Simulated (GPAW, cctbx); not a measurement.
# Bonding in TaBr3 as X-rays see it

Question: by how much does bonding change the X-ray structure factors of TaBr3, how firmly does DFT give the change, and what does a routine refinement make of it?

The cell comes from substitution in a known structure type and wasn't matched to any measured phase. All numbers below are calculated.

**1. Find the equilibrium geometry**

The density hangs on the geometry, so cell and atoms are relaxed first, with the symmetry held. The cutoff is set higher than for the density because stress converges slowly with plane waves.

Settings: GPAW 26.7.0, PBE, 570 eV, 3×3×3 k-points, Fermi–Dirac width 0.05 eV, BFGS to 0.03 eV/Å.

```text
cell
1.0
     5.295000000    0.000000000    0.000000000
     0.000000000    5.295000000    0.000000000
     0.000000000    0.000000000    5.295000000
Ta Br
1 3
Direct
0.000000000 0.000000000 0.000000000
0.000000000 0.000000000 0.500000000
0.000000000 0.500000000 0.000000000
0.500000000 0.000000000 0.000000000
```

```console
$ OMP_NUM_THREADS=1 mpirun -n 4 gpaw python run.py > gpaw.log
```

```text
BFGS:    0      -16.014682        0.513066
BFGS:    1      -16.025339        0.465556
BFGS:    2      -16.070667        0.052317
BFGS:    3      -16.071278        0.003828
cell  5.2007 5.2007 5.2007  90.00 90.00 90.00
volume 140.663 A^3, largest force 0.000 eV/A, largest stress 0.02 GPa
```

After 3 steps the volume has changed by -5.2 % and the energy by -0.057 eV; the largest stress left is 0.02 GPa. It took 20 s on 4 cores of Intel(R) Xeon(R) Platinum 8488C (Sapphire Rapids) (shared host), peak memory 0.91 GiB.

Relaxed structure: Pm-3m (no. 221), a = 5.2007 Å, b = 5.2007 Å, c = 5.2007 Å, α = 90.00°, β = 90.00°, γ = 90.00°.

| atom | mult. | x | y | z |
| --- | --- | --- | --- | --- |
| Ta1 | 1 | 0 | 0 | 0 |
| Br1 | 3 | 0 | 0 | 1/2 |

**2. The all-electron density**

X-rays see the whole electron density, so the PAW density is rebuilt with its core regions. Subtracting spherical free atoms from the same code cancels the cores and leaves the deformation density Δρ, the part due to bonding.

Settings: PBE, 450 eV, 4×4×4 k-points, Fermi–Dirac width 0.05 eV; primitive cell of 4 atoms.

```console
$ OMP_NUM_THREADS=1 mpirun -n 4 gpaw python run.py > gpaw.log
```

```text
|iter:   1|       0s |  -16.442477 | -0.12 |       |
|iter:   2|       0s |  -16.424513 | -1.45 | -1.41 |
|iter:   3|       1s |  -16.631880 | -0.78 | -1.44 |
...
|iter:   7|       3s |  -16.284948c| -5.43 | -3.69 |
|iter:   8|       3s |  -16.284947c| -6.56 | -4.17c|
|iter:   9|       3s |  -16.284947c| -7.44c| -4.82c|
```

```text
grid (54, 54, 54)  electrons 178.000  moved by bonding 0.551 e
deformation density beyond 0.5 A of the nuclei: max 0.136, min -0.179 e/A^3
atom        x       y       z   Voronoi charge  moment
Ta1    0.0000  0.0000  0.0000      0.238       0.00
Br2    0.0000  0.0000  0.5000     -0.079       0.00
Br3    0.0000  0.5000  0.0000     -0.079       0.00
Br4    0.5000  0.0000  0.0000     -0.079       0.00
mean inner potential of superposed free atoms 11.524 V
total magnetic moment 0.000 muB
```

Deformation density in a plane through the shortest contact of the Ta atom at the origin, in 0.01 e/Å³ (clipped at ±99); x from -1.6 to 4.2 Å, y from 2.4 down to -2.4 Å:

```text
  0   0   1  -1   .   .   1   1   0   0   0   0   0   0   0   1
  0   0   2   0  -4  -2   2   1   0   0   0   0   0   0   0   1
  0   0   2   4   5   4   2   0   0   0   0   0   0   0   0   1
  0   0   0   0  -2  -1   0   0   0   0   0   0   0   0   0   0
  2   0  -3  -4 -14  -6  -3  -1   2   2   1   2   1   2   1  -2
  4   0  -5   4   .   1  -2  -3   4   1  -2   .  -2   3   3  -5
  5  -2 -14   .   .   . -16  -5   5  -1   .   .   .   2   3  -9
  4   0  -5   4   .   1  -2  -3   4   1  -2   .  -2   3   3  -5
  2   0  -3  -4 -14  -6  -3  -1   2   2   1   2   1   2   1  -2
  0   0   0   0  -2  -1   0   0   0   0   0   0   0   0   0   0
  0   0   2   4   5   4   2   0   0   0   0   0   0   0   0   1
  0   0   2   0  -4  -2   2   1   0   0   0   0   0   0   0   1
  0   0   1  -1   .   .   1   1   0   0   0   0   0   0   0   1
```

Atoms in or within 0.15 Å of the plane: Ta (0.0, 0.0), Br (2.6, 0.0) Å. Dots mark points within about 0.45 Å of a nucleus; large values next to them are atomic features.

Br gains most (-0.08 e) and Ta loses most (+0.24 e), as electronegativity suggests. Such charges fall far short of formal ones, since overlapping free atoms already put density on their neighbours. Along the shortest contact from the Ta atom at the map's origin, Ta–Br at 2.60 Å, Δρ is +0.01 e/Å³ at the midpoint and highest, +0.05, 1.57 Å from Ta (points within 0.5 Å of a nucleus left out): little sits at the middle, as in a polar contact, whose build-up shifts to the more electronegative atom. Point values carry grid noise of about 0.01 e/Å³. The run needed 9 iterations, 9.4 s.

**3. From the density to structure factors**

The Fourier components of Δρ, added to those of the free atoms, give the static X-ray structure factors; the Mott–Bethe relation turns them into the Fourier components V of the potential that fast electrons feel.

```text
static structure factors of the conventional cell: F in electrons, V (Mott-Bethe) in volts
   h  k  l      d  |F| table  |F| free   |F| DFT   change   |V| free  |V| DFT  change %
   0  1  0  5.2007   101.682   101.648   101.656    0.008     5.598    5.591     -0.1
   0  1  1  3.6775    35.447    35.422    35.284   -0.138     1.136    1.197      5.4
   1  1  1  3.0026    23.875    23.954    24.174    0.220     2.364    2.299     -2.7
   0  2  0  2.6003   146.464   146.468   146.505    0.037     6.948    6.939     -0.1
   0  2  1  2.3258    87.699    87.633    87.594   -0.039     3.590    3.597      0.2
   1  2  1  2.1232    32.970    32.852    32.814   -0.038     0.756    0.762      0.7
   0  2  2  1.8387   131.243   131.108   131.027   -0.081     5.166    5.175      0.2
   1  2  2  1.7336    79.869    79.735    79.710   -0.025     2.768    2.770      0.1
   0  3  0  1.7336    79.869    79.735    79.760    0.025     2.768    2.765     -0.1
   0  3  1  1.6446    30.838    30.735    30.798    0.063     0.640    0.635     -0.9
   1  3  1  1.5681    16.162    16.211    16.102   -0.109     1.265    1.274      0.7
   2  2  2  1.5013   121.073   120.900   120.869   -0.031     4.194    4.196      0.1
   0  3  2  1.4424    74.170    74.054    74.049   -0.005     2.301    2.302      0.0
   1  3  2  1.3899    28.939    28.888    28.938    0.050     0.574    0.570     -0.5
```

The largest X-ray change is +0.22 e on 111, 0.9 % of |F|. For electrons V goes as (Z − F)/g², so a change of F counts against Z − F, which is small at low angle and wherever the atoms' terms cancel: |V| of 011 moves by +5.4 % (1.14 to 1.20 V) against -0.4 % in |F|. The tabulated Hartree–Fock atoms differ from the free DFT atoms by up to 0.17 e, so the choice of reference atom matters too.

**4. How cheap can the run be?**

Cutoff and k-mesh: one is changed at a time, to find what the result needs.

```
         run  ΔF 111 (e)  ΔF 011 (e)  ΔF 131 (e)  q(Br) (e)  moved (e)   time
450 eV 4×4×4      +0.220      -0.138      -0.109     -0.079      0.551  9.4 s
250 eV 4×4×4      +0.223      -0.142      -0.110     -0.078      0.532  8.5 s
350 eV 4×4×4      +0.220      -0.138      -0.109     -0.078      0.543  9.2 s
750 eV 4×4×4      +0.220      -0.138      -0.109     -0.079      0.569   15 s
450 eV 2×2×2      +0.230      -0.134      -0.134     -0.089      0.519  8.9 s
450 eV 3×3×3      +0.226      -0.142      -0.111     -0.081      0.565  9.3 s
```

Within 0.01 e of the base on all three: 250 eV 4×4×4, 350 eV 4×4×4, 450 eV 3×3×3 and 750 eV 4×4×4. The largest error, 0.025 e, comes with 450 eV 2×2×2. Times are from shared hosts.

**5. What a spherical-atom refinement makes of it**

Routine crystallography fits spherical atoms. To see the bias, intensities are simulated from tabulated atoms plus the DFT change ΔF, so that bonding alone can misfit (4728 reflections of the full sphere, merged to the counts below, to 0.5 Å, 1.5 % proportional noise plus counting noise, assumed isotropic U as listed, Δρ smeared by the mean U) and refined with cctbx over different ranges.

```
                    range  data      R1  GooF  U Ta1 (true 0.0039)  U Br1 (true 0.0051)  largest shift (Å)  Δρ max, min (e/Å³)
                 all data   158  0.0021  1.00               0.0039               0.0051             0.0000         0.17, -0.16
 low resolution, d > 0.84    44  0.0019  0.93               0.0038               0.0050             0.0000         0.08, -0.10
     high order, d < 0.75   103  0.0023  1.02               0.0039               0.0051             0.0000         0.13, -0.13
occupancies free, d > 0.7    68  0.0020  0.98               0.0039               0.0050             0.0000         0.10, -0.18
```

With all data GooF is 1.00, so at this noise the bonding hardly shows; the top residual peak, near noise level, lies 1.85 Å from Br and 3.18 Å from Br. No U is off by more than 3 s.u. at low resolution. Symmetry fixes every coordinate, so the shifts are zero by construction. With Ta1 held at 1 and the scale free, the other occupancies refine to Br1 1.000(0.001), within three s.u. of full.

**6. Answer**

Bonding moves 0.55 e in the primitive cell of TaBr3 and changes the structure factors of the conventional cell in the table above by at most 0.22 e (111, 0.9 %). The shortest bond, Ta–Br, has Δρ = +0.01 e/Å³ at its midpoint, low for a shared bond; with the charge transfer this is a polar contact. Within 0.01 e of the base on all three: 250 eV 4×4×4, 350 eV 4×4×4, 450 eV 3×3×3 and 750 eV 4×4×4. The largest error, 0.025 e, comes with 450 eV 2×2×2. With all data GooF is 1.00, so at this noise the bonding hardly shows. Limits: static density, frozen cores, no spin–orbit coupling.

[Outputs are excerpts: Python notices, other lines and further rows are left out; steps that failed or that the build refused (PBEsol, TPSS) are not shown.]

[Logs are printed without paths, hosts, clocks, repeated set-up lines and the standing remarks that a program may print on its own settings, such as how far it seeks lower states.]
